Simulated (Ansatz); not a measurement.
# Ba on Mo(110): change of the work function

How does one ordered layer of Ba (hollow site) change the work function of Mo(110), and what dipole does each adsorbate carry?

Method: plane-wave DFT, PBE, Ansatz PAW, in Ansatz 0.2.0.

### 1. Starting point

The cell holds 4 atoms: 4 Mo. Its edges and angles: a = 2.728 Å, b = 2.728 Å, c = 24.682 Å, α = 90.0°, β = 90.0°, γ = 70.5°. Vacuum lies along c.

### 2. The clean slab

The bare slab comes first, as the zero from which every change is counted. The two lowest layers are held at bulk places and the upper ones relax. The dipole correction removes the false field that a one-sided slab makes across the periodic vacuum, so each face gets a flat vacuum level of its own.

Contents of input.yaml:

```yaml
crystal:
  lattice:
    - [2.2273863607, -1.575, 0.0]
    - [2.2273863607, 1.575, 0.0]
    - [0.0, 0.0, 24.6821590822]
  atoms:
    - { symbol: Mo, position: [0.0, 0.0, 0.3646358477] }
    - { symbol: Mo, position: [0.5, 0.5, 0.4548786159] }
    - { symbol: Mo, position: [0.0, 0.0, 0.5451213841] }
    - { symbol: Mo, position: [0.5, 0.5, 0.6353641523] }
kpoints:
  mp_grid: { grid: [12, 12, 1] }
hamiltonian:
  xc: pbe
scf:
  occupations: { method: fermi_dirac, width: 0.1 }
  convergence: { dr2_threshold: 1.0e-08 }
efield:
  axis: 3
  dipole_correction: true
  ramp_position: 0.97
  ramp_width: 0.06
relax:
  f_tol: 0.02
  max_steps: 60
  constraints: [{ sites: [0, 1] }]
output:
  write_potential: true
  write_density: true
  volumetric_format: npy
```

Run with:

```sh
$ ansatz run input.yaml --threads 4 --pin off --max-ram 6144MiB --backend cpu --events-out ev --progress --plain --runs-dir out
```

What it wrote:

```text
Engine: ansatz 0.2.0, x86_64-unknown-linux-gnu
Pseudopotentials: kind: paw
Pseudopotential: Mo, paw, valence charge 14, recommended cutoff 420 eV (normal), Mo.paw.azcp
Functional definition: PBE
  parameter kappa = 0.804
  parameter beta = 0.066725
  exchange = pbe_x(kappa = kappa, mu = beta*pi^2/3)
  correlation = pbe_c(beta = beta)
Crystal: 4 atoms, lattice volume = 173.177 Å³
Basis set: ecut = 420 eV, 3445 PW (Γ), exchange–correlation on 40×40×360 points (8 copies of the dense FFT grid, shifted against one another)
Bands: 34, of which v1, the nominal top of the filled ones, is band 28 counted from 1 (27 counted from 0)
Symmetry: 4 space group operations
k-points: 43 of 144
Non-local potential: Mo, projectors of the file, l = 0: 3, l = 1: 2, l = 2: 2, l = 3: 1
PAW form: soft (Blöchl's): semilocal exchange-correlation on the pseudo side does not see the compensation charge
PAW one-centre angular grid: Mo, 590 points (default); XC on 64 Gauss nodes
Initial density: superposition of atomic densities (neutral atoms: chi_scale 0, normalization atom), corrected by the library's trained network
Initial wavefunctions: pseudopotential atomic-orbital guess
Functional: x = pbe(κ = 0.804, μ = 0.219515), c = pbe(β = 0.066725)
SCF iter   1: F=—  HF=-19821.647127 eV  |F-HF|=—  |Δ(HF+E_count)|=         —  Δρ=3.78e-3  dr2=1.40e-1  ethr=1.77e-3  p=0.000 e·Å  D=1.43e-13 V/Å  ΔV_dip=-0.00 eV  dr2_dipole=1.17e-6  V_vac-E_F(+/−)=4.86/4.86 eV  ⟨swp⟩=8.9  Hψ=15645  notcnv=0  defer=5
efield: sawtooth ramp at fractional position 0.9700 (set: `efield.ramp_position`, or a place that a band, a saddle search or an elastic batch's reference lends), width 0.0600; the density the first Hamiltonian is built on has a dipole p = 0.000 e·Å; the dipole correction subtracts the counter field D = 1.43e-13 V/Å, which shifts the + side's vacuum level by -0.00 eV against the − side's; the planar-averaged density in the ramp window peaks in size at 1.4e-5 e/Å³
automatic band count: the SCF goes on with 40 bands, as 34 were too few: the levels above may hold too much charge
preconditioner: auto → LDOS  [metal: Δε(μ)=0.026 eV  Ē_g=5.170 eV  σ=0.100 eV  W_gap=0.07  n_scr=16 (ndim 8)  ℏωp=13.8 eV  f_vac=0.563  D(μ)=3.57/eV (n_scr^D=14)  β→1.0]
SCF iter   2: F=—  HF=-19821.643450 eV  |F-HF|=—  |Δ(HF+E_count)|=   3.68e-3  Δρ=1.93e-3  dr2=1.96e-2  ethr=2.50e-4  p=0.000 e·Å  D=4.94e-6 V/Å  ΔV_dip=-0.00 eV  dr2_dipole=1.04e-6  V_vac-E_F(+/−)=4.70/4.70 eV  ⟨swp⟩=2.1  Hψ=2763  notcnv=0  defer=21
SCF iter   3: F=—  HF=-19821.641430 eV  |F-HF|=—  |Δ(HF+E_count)|=   2.02e-3  Δρ=5.02e-4  dr2=1.45e-3  ethr=3.50e-5  p=0.000 e·Å  D=3.71e-6 V/Å  ΔV_dip=-0.00 eV  dr2_dipole=1.26e-7  V_vac-E_F(+/−)=4.72/4.72 eV  ⟨swp⟩=2.2  Hψ=2388  notcnv=0  defer=21
SCF iter   4: F=—  HF=-19821.641197 eV  |F-HF|=—  |Δ(HF+E_count)|=   2.33e-4  Δρ=1.36e-4  dr2=7.48e-5  ethr=2.60e-6  p=0.000 e·Å  D=1.73e-6 V/Å  ΔV_dip=-0.00 eV  dr2_dipole=3.25e-8  V_vac-E_F(+/−)=4.71/4.71 eV  ⟨swp⟩=3.0  Hψ=2598  notcnv=0  defer=21
SCF iter   5: F=—  HF=-19821.641215 eV  |F-HF|=—  |Δ(HF+E_count)|=   1.83e-5  Δρ=3.96e-5  dr2=6.14e-6  ethr=1.34e-7  p=0.000 e·Å  D=1.85e-7 V/Å  ΔV_dip=-0.00 eV  dr2_dipole=7.75e-10  V_vac-E_F(+/−)=4.70/4.70 eV  ⟨swp⟩=2.6  Hψ=2473  notcnv=0  defer=21
SCF iter   6: F=—  HF=-19821.641292 eV  |F-HF|=—  |Δ(HF+E_count)|=   7.68e-5  Δρ=1.55e-5  dr2=8.69e-7  ethr=1.10e-8  p=-0.000 e·Å  D=-1.03e-7 V/Å  ΔV_dip=0.00 eV  dr2_dipole=1.62e-12  V_vac-E_F(+/−)=4.70/4.70 eV  ⟨swp⟩=2.1  Hψ=2399  notcnv=0  defer=21
SCF iter   7: F=—  HF=-19821.641293 eV  |F-HF|=—  |Δ(HF+E_count)|=   4.78e-7  Δρ=4.02e-6  dr2=7.39e-8  ethr=1.55e-9  p=-0.000 e·Å  D=-1.28e-7 V/Å  ΔV_dip=0.00 eV  dr2_dipole=3.88e-11  V_vac-E_F(+/−)=4.69/4.69 eV  ⟨swp⟩=2.1  Hψ=2305  notcnv=0  defer=21
SCF iter   8: F=-19821.641293 eV  HF=-19821.641293 eV  |F-HF|=4.33e-9  |Δ(HF+E_count)|=   8.37e-8  Δρ=1.48e-6  dr2=6.66e-9  ethr=1.79e-11  p=-0.000 e·Å  D=-2.47e-8 V/Å  ΔV_dip=0.00 eV  dr2_dipole=1.50e-12  V_vac-E_F(+/−)=4.69/4.69 eV  ⟨swp⟩=10.7  Hψ=11454  notcnv=0
SCF 1 converged in 8 iterations: F = -19821.641293 eV  dr2 = 6.66e-9
  greatest PAW one-centre occupation: 0.998 electrons in one spin orbital (limit 2), on the Mo atom at site 3 (counted from 0), in its partial waves of l = 0
relax step   1: F+E_penalty+E_count = -19821.64129266 eV  Δ(F+E_penalty+E_count) = +0.000e0 eV  max|allowed force component| = 6.071e-1 eV/Å  Δτ_max = 0.0000 Å  (8 SCF iters, accepted)
Bands: 40, of which v1, the nominal top of the filled ones, is band 28 counted from 1 (27 counted from 0)
Initial density: handed on by an earlier stage of this run
Initial wavefunctions: those handed on with the density
iter 1 solved again at ethr=6.81e-4 eV; its pass at ethr=3.10e-3 eV (dr2=3.81e-1 eV) is discarded
SCF iter   1: F=—  HF=-19821.655297 eV  |F-HF|=—  |Δ(HF+E_count)|=         —  Δρ=9.01e-3  dr2=3.79e-1  ethr=6.81e-4  p=0.000 e·Å  D=7.11e-7 V/Å  ΔV_dip=-0.00 eV  dr2_dipole=2.16e-3  V_vac-E_F(+/−)=4.71/4.71 eV  ⟨swp⟩=1.6  Hψ=6582  notcnv=0  defer=26
efield: sawtooth ramp at fractional position 0.9700 (set: `efield.ramp_position`, or a place that a band, a saddle search or an elastic batch's reference lends), width 0.0600; the density the first Hamiltonian is built on has a dipole p = 0.000 e·Å; the dipole correction subtracts the counter field D = 7.11e-7 V/Å, which shifts the + side's vacuum level by -0.00 eV against the − side's; the planar-averaged density in the ramp window peaks in size at 3.6e-6 e/Å³
preconditioner: auto → LDOS  [metal: Δε(μ)=0.032 eV  Ē_g=5.280 eV  σ=0.100 eV  W_gap=0.08  n_scr=16 (ndim 8)  ℏωp=13.8 eV  f_vac=0.569  D(μ)=3.64/eV (n_scr^D=14)  β→1.0]
SCF iter   2: F=—  HF=-19821.637647 eV  |F-HF|=—  |Δ(HF+E_count)|=   1.76e-2  Δρ=4.01e-3  dr2=1.08e-1  ethr=6.78e-4  p=0.007 e·Å  D=7.44e-3 V/Å  ΔV_dip=-0.18 eV  dr2_dipole=1.22e-3  V_vac-E_F(+/−)=4.51/4.69 eV  ⟨swp⟩=2.3  Hψ=2710  notcnv=0  defer=26
SCF iter   3: F=—  HF=-19821.629265 eV  |F-HF|=—  |Δ(HF+E_count)|=   8.38e-3  Δρ=1.79e-3  dr2=1.82e-2  ethr=1.92e-4  p=0.006 e·Å  D=6.37e-3 V/Å  ΔV_dip=-0.16 eV  dr2_dipole=2.87e-4  V_vac-E_F(+/−)=4.55/4.71 eV  ⟨swp⟩=2.4  Hψ=3010  notcnv=0  defer=26
SCF iter   4: F=—  HF=-19821.625513 eV  |F-HF|=—  |Δ(HF+E_count)|=   3.75e-3  Δρ=4.20e-4  dr2=7.00e-4  ethr=3.26e-5  p=0.007 e·Å  D=7.29e-3 V/Å  ΔV_dip=-0.18 eV  dr2_dipole=1.75e-5  V_vac-E_F(+/−)=4.52/4.70 eV  ⟨swp⟩=3.0  Hψ=2790  notcnv=0  defer=26
[...]
SCF iter   4: F=—  HF=-19821.662286 eV  |F-HF|=—  |Δ(HF+E_count)|=   6.42e-4  Δρ=2.74e-4  dr2=4.17e-4  ethr=7.86e-6  p=0.005 e·Å  D=5.32e-3 V/Å  ΔV_dip=-0.13 eV  dr2_dipole=6.02e-5  V_vac-E_F(+/−)=4.57/4.70 eV  ⟨swp⟩=3.5  Hψ=3103  notcnv=0  defer=26
SCF iter   5: F=—  HF=-19821.662246 eV  |F-HF|=—  |Δ(HF+E_count)|=   3.95e-5  Δρ=7.82e-5  dr2=1.95e-5  ethr=7.44e-7  p=0.005 e·Å  D=5.03e-3 V/Å  ΔV_dip=-0.12 eV  dr2_dipole=1.52e-6  V_vac-E_F(+/−)=4.57/4.70 eV  ⟨swp⟩=2.5  Hψ=2528  notcnv=0  defer=26
SCF iter   6: F=—  HF=-19821.662254 eV  |F-HF|=—  |Δ(HF+E_count)|=   7.48e-6  Δρ=2.97e-5  dr2=1.83e-6  ethr=3.48e-8  p=0.005 e·Å  D=4.92e-3 V/Å  ΔV_dip=-0.12 eV  dr2_dipole=6.12e-9  V_vac-E_F(+/−)=4.57/4.70 eV  ⟨swp⟩=2.1  Hψ=2353  notcnv=0  defer=26
SCF iter   7: F=—  HF=-19821.662328 eV  |F-HF|=—  |Δ(HF+E_count)|=   7.41e-5  Δρ=1.27e-5  dr2=5.22e-7  ethr=3.27e-9  p=0.005 e·Å  D=4.84e-3 V/Å  ΔV_dip=-0.12 eV  dr2_dipole=2.78e-8  V_vac-E_F(+/−)=4.58/4.70 eV  ⟨swp⟩=2.2  Hψ=2457  notcnv=0  defer=26
SCF iter   8: F=—  HF=-19821.662328 eV  |F-HF|=—  |Δ(HF+E_count)|=   8.19e-8  Δρ=2.77e-6  dr2=3.21e-8  ethr=9.32e-10  p=0.005 e·Å  D=4.83e-3 V/Å  ΔV_dip=-0.12 eV  dr2_dipole=1.62e-9  V_vac-E_F(+/−)=4.58/4.70 eV  ⟨swp⟩=2.8  Hψ=3060  notcnv=0  defer=26
SCF iter   9: F=-19821.662328 eV  HF=-19821.662328 eV  |F-HF|=6.68e-9  |Δ(HF+E_count)|=   1.91e-8  Δρ=8.01e-7  dr2=1.26e-9  ethr=1.79e-11  p=0.005 e·Å  D=4.82e-3 V/Å  ΔV_dip=-0.12 eV  dr2_dipole=9.15e-14  V_vac-E_F(+/−)=4.58/4.70 eV  ⟨swp⟩=10.0  Hψ=11131  notcnv=0
SCF 3 converged in 9 iterations: F = -19821.662328 eV  dr2 = 1.26e-9
relax step   3: F+E_penalty+E_count = -19821.66232783 eV  Δ(F+E_penalty+E_count) = -2.104e-2 eV  max|allowed force component| = 1.718e-1 eV/Å  Δτ_max = 0.0695 Å  (9 SCF iters, accepted)
SCF iter   1: F=—  HF=-19821.663910 eV  |F-HF|=—  |Δ(HF+E_count)|=         —  Δρ=8.39e-4  dr2=3.50e-3  ethr=6.23e-5  p=0.005 e·Å  D=4.82e-3 V/Å  ΔV_dip=-0.12 eV  dr2_dipole=1.17e-4  V_vac-E_F(+/−)=4.57/4.69 eV  ⟨swp⟩=2.4  Hψ=3395  notcnv=0  defer=26
efield: sawtooth ramp at fractional position 0.9700 (set: `efield.ramp_position`, or a place that a band, a saddle search or an elastic batch's reference lends), width 0.0600; the density the first Hamiltonian is built on has a dipole p = 0.005 e·Å; the dipole correction subtracts the counter field D = 4.82e-3 V/Å, which shifts the + side's vacuum level by -0.12 eV against the − side's; the planar-averaged density in the ramp window peaks in size at 4.2e-6 e/Å³
preconditioner: auto → LDOS  [metal: Δε(μ)=0.010 eV  Ē_g=5.198 eV  σ=0.100 eV  W_gap=0.02  n_scr=16 (ndim 8)  ℏωp=13.8 eV  f_vac=0.567  D(μ)=3.47/eV (n_scr^D=14)  β→1.0]
SCF iter   2: F=—  HF=-19821.663777 eV  |F-HF|=—  |Δ(HF+E_count)|=   1.33e-4  Δρ=4.26e-4  dr2=1.37e-3  ethr=6.24e-6  p=0.004 e·Å  D=4.06e-3 V/Å  ΔV_dip=-0.10 eV  dr2_dipole=2.10e-5  V_vac-E_F(+/−)=4.60/4.70 eV  ⟨swp⟩=2.0  Hψ=2569  notcnv=0  defer=26
SCF iter   3: F=—  HF=-19821.663680 eV  |F-HF|=—  |Δ(HF+E_count)|=   9.70e-5  Δρ=1.70e-4  dr2=1.67e-4  ethr=2.44e-6  p=0.004 e·Å  D=4.18e-3 V/Å  ΔV_dip=-0.10 eV  dr2_dipole=3.14e-6  V_vac-E_F(+/−)=4.59/4.69 eV  ⟨swp⟩=2.0  Hψ=2242  notcnv=0  defer=26
SCF iter   4: F=—  HF=-19821.663648 eV  |F-HF|=—  |Δ(HF+E_count)|=   3.18e-5  Δρ=4.02e-5  dr2=5.54e-6  ethr=2.98e-7  p=0.004 e·Å  D=4.07e-3 V/Å  ΔV_dip=-0.10 eV  dr2_dipole=5.62e-7  V_vac-E_F(+/−)=4.60/4.70 eV  ⟨swp⟩=3.4  Hψ=3025  notcnv=0  defer=26
SCF iter   5: F=—  HF=-19821.663725 eV  |F-HF|=—  |Δ(HF+E_count)|=   7.67e-5  Δρ=1.24e-5  dr2=5.73e-7  ethr=9.89e-9  p=0.004 e·Å  D=3.99e-3 V/Å  ΔV_dip=-0.10 eV  dr2_dipole=4.20e-8  V_vac-E_F(+/−)=4.60/4.70 eV  ⟨swp⟩=2.7  Hψ=2633  notcnv=0  defer=26
SCF iter   6: F=—  HF=-19821.663725 eV  |F-HF|=—  |Δ(HF+E_count)|=   2.10e-7  Δρ=3.79e-6  dr2=5.81e-8  ethr=1.02e-9  p=0.004 e·Å  D=3.95e-3 V/Å  ΔV_dip=-0.10 eV  dr2_dipole=2.24e-9  V_vac-E_F(+/−)=4.60/4.70 eV  ⟨swp⟩=2.3  Hψ=2322  notcnv=0  defer=26
SCF iter   7: F=-19821.663725 eV  HF=-19821.663725 eV  |F-HF|=3.88e-9  |Δ(HF+E_count)|=   3.99e-8  Δρ=1.54e-6  dr2=8.18e-9  ethr=1.79e-11  p=0.004 e·Å  D=3.94e-3 V/Å  ΔV_dip=-0.10 eV  dr2_dipole=2.47e-10  V_vac-E_F(+/−)=4.60/4.70 eV  ⟨swp⟩=10.8  Hψ=11509  notcnv=0
SCF 4 converged in 7 iterations: F = -19821.663725 eV  dr2 = 8.18e-9
relax step   4: F+E_penalty+E_count = -19821.66372504 eV  Δ(F+E_penalty+E_count) = -1.397e-3 eV  max|allowed force component| = 6.159e-3 eV/Å  Δτ_max = 0.0105 Å  (7 SCF iters, accepted)
NSCF: frozen V_eff on 43 k-points
the band table was solved once a step of the walk had ended and its energy, with any forces and stress, was formed, with the checks that follow a solve (8303 applications of the Hamiltonian). They found nothing against the state; the energy, forces and stress were not computed again (output.eigenvalues in the input reference)
WARN: The input density's exchange-correlation potential varies sharply where the density is thin. Do not read a vacuum level from v_tot or v_xc, or from such a field of the output density. On a cell that repeats whose density bears no net charge and no dipole along the vacuum's axis use v_es (v_loc + v_h of the components); under efield.dipole_correction with no amplitude use v_es + v_field, which holds any external [...]
SCF converged after 7 iterations
Free energy (F): -19821.663725 eV
Harris-Foulkes:  -19821.663725 eV  (|F-HF|=3.88e-9)
Internal energy: -19821.546906 eV  (E = F + TS)
E sigma→0 (E₀):  -19821.605316 eV
Entropy (-TS):   -0.116819 eV (-29.205 meV/atom)
Fermi energy:    4.749028 eV
Dipole field:    D = 0.003959 V/Å  (p = 0.003788 e·Å, saw-weighted, corrected)
Work function:   Φ+ = 4.5982 eV   Φ− = 4.6959 eV
Levels:          The Fermi level and band energies are counted from a zero that moves with the ramp; work functions are not
--- Per-component energies (eV) ---
  E_band       = -1128.803125
  E_kinetic    = 1758.636080
  E_local      = -73076.344861  (includes V_loc(G=0)·N_el)
  E_nonlocal   = 573.008627
  E_hartree    = 35551.714979
  E_xc         = -730.509319
  E_vxc        = -911.323819  (∫ρ·V_xc dr)
  E_paw        = -12805.328643  (= ΣΔE_a)
  E_vpaw       = -576.218630  (= ΣTr[D̂ρ^β])
  E_aug_tail   = 0.000170  (compensation charges beyond the density's cutoff)
  E_efield     = 0.000007  (sawtooth field / dipole correction)
  E_vefield    = 0.002053  (∫n·V_field dr)
  E_ewald      = 28907.276053
  E_smearing   = -0.116819  (= −TS)
  E_closure    = -0.000000  (closes the sum)
  Σ components = -19821.663725   (vs F -19821.663725, Δ=0.00e0)
--- Forces (eV/Å), atoms counted from 1 ---
  atom   1  Mo     0.00000000     0.00000000     0.48968526
  atom   2  Mo     0.00000000    -0.00000000    -0.48732789
  atom   3  Mo     0.00000000    -0.00000000    -0.00615890
  atom   4  Mo     0.00000000     0.00000000     0.00374712
  max |Σ_I F_I| component: 5.44e-5 eV/Å
--- Band table (eV; the first three rows and the last of 43) ---
  k-point 0: bands = [... 24 lower, 3.2679, 3.3587, 3.5222, 3.7666, 4.8655, 5.1015, 5.8499, 5.9160, ... 8 higher]
  k-point 1: bands = [... 24 lower, 3.1262, 3.2374, 3.5562, 3.9741, 4.5550, 5.1890, 5.4643, 5.7715, ... 8 higher]
  k-point 2: bands = [... 24 lower, 2.9540, 3.0742, 3.7021, 3.9784, 4.4501, 4.6794, 5.6510, 5.7078, ... 8 higher]
  k-point 42: bands = [... 24 lower, 3.2412, 5.2680, 5.2859, 5.5507, 5.7353, 6.1980, 7.4154, 7.7053, ... 8 higher]
--- Relaxed structure (4 steps of the walk, 3 accepted, 0 SCFs on fresh bases) ---
  F+E_penalty+E_count = -19821.66372504 eV   max|allowed force component| = 6.159e-3 eV/Å
  atoms:
    - { symbol: Mo, position: [0.0, 0.0, 0.364636] }
    - { symbol: Mo, position: [0.500000, 0.500000, 0.454879] }
    - { symbol: Mo, position: [-3.918102e-19, 3.918102e-19, 0.546022] }
    - { symbol: Mo, position: [0.500000, 0.500000, 0.632974] }
```

Elapsed: 14 s, on 4 threads of Intel Xeon Platinum 8488C (Sapphire Rapids), shared host; peak memory 0.67 GiB; 56 s of CPU time.

The column dr2 measures how far the density is from self-consistency, as an energy; F and HF (Harris–Foulkes) agree once it is small.

Step by step:

| step | energy less that of the first step (eV) | largest force component (eV/Å) |
| --- | --- | --- |
| 1 | 0.0000 | 0.6071 |
| 2 | 0.0156 | 0.8030 |
| 3 | -0.0210 | 0.1718 |
| 4 | -0.0224 | 0.0062 |

Relaxation step 2 was tried and not accepted.

The run keeps the 4 symmetry operations that the program found, so distortions that break them were not tested.

The atoms that moved most (Å):

| atom | dx | dy | dz | length |
| --- | --- | --- | --- | --- |
| Mo4 | 0.000 | 0.000 | -0.059 | 0.059 |
| Mo3 | 0.000 | 0.000 | 0.022 | 0.022 |

Final coordinates:

```xyz
4
Lattice="2.2274 -1.5750 0.0000 2.2274 1.5750 0.0000 0.0000 0.0000 24.6822" Properties=species:S:1:pos:R:3
Mo    0.0000    0.0000    9.0000
Mo    2.2274    0.0000   11.2274
Mo    0.0000    0.0000   13.4770
Mo    2.2274    0.0000   15.6232
```

Numbers from this step:

```
energy at zero smearing        : -19821.6053 eV
work function, upper face      : 4.598 eV
work function, lower face      : 4.696 eV
dipole along the normal        : 0.003788 e·Å
step between the vacuum levels : -0.09770 eV
```

Running mean over 2.227 Å of the planar mean; the ramp of the sawtooth is left out. Table of electron's electrostatic potential energy less the Fermi level by z:

| z (Å) | electron's electrostatic potential energy less the Fermi level (eV) |
| --- | --- |
| 4 | 4.69 |
| 5 | 4.68 |
| 6 | 4.55 |
| 7 | 3.21 |
| 8 | -5.98 |
| 9 | -12.4 |
| 10 | -12.7 |
| 11 | -12.9 |
| 12 | -12.7 |
| 13 | -12.8 |
| 14 | -13.4 |
| 15 | -13.3 |
| 16 | -11.5 |
| 17 | -1.49 |
| 18 | 3.99 |
| 19 | 4.54 |
| 20 | 4.59 |
| 21 | 4.60 |

The relaxation took 4 steps and lowered the energy by 0.022 eV; the largest force on the free atoms ends at 0.0062 eV/Å.

The work function of the upper face is 4.60 eV.

(Part 1 of 2 ends here.)

[Long decimals in the printed logs are rounded to 6 places.]

[Logs are printed without paths, hosts, clocks, repeated set-up lines and the standing remarks that a program may print on its own settings, such as how far it seeks lower states.]

[Hosts, paths, dates, database ids (printed as entryN), source tags and the programs' standing remarks are cut or masked in the printed files.]

[Maps of the electrostatic potential energy from Ansatz leave out the sawtooth potential of an applied field or a dipole correction, so their vacuum need not be flat; planar profiles and work functions include it.]
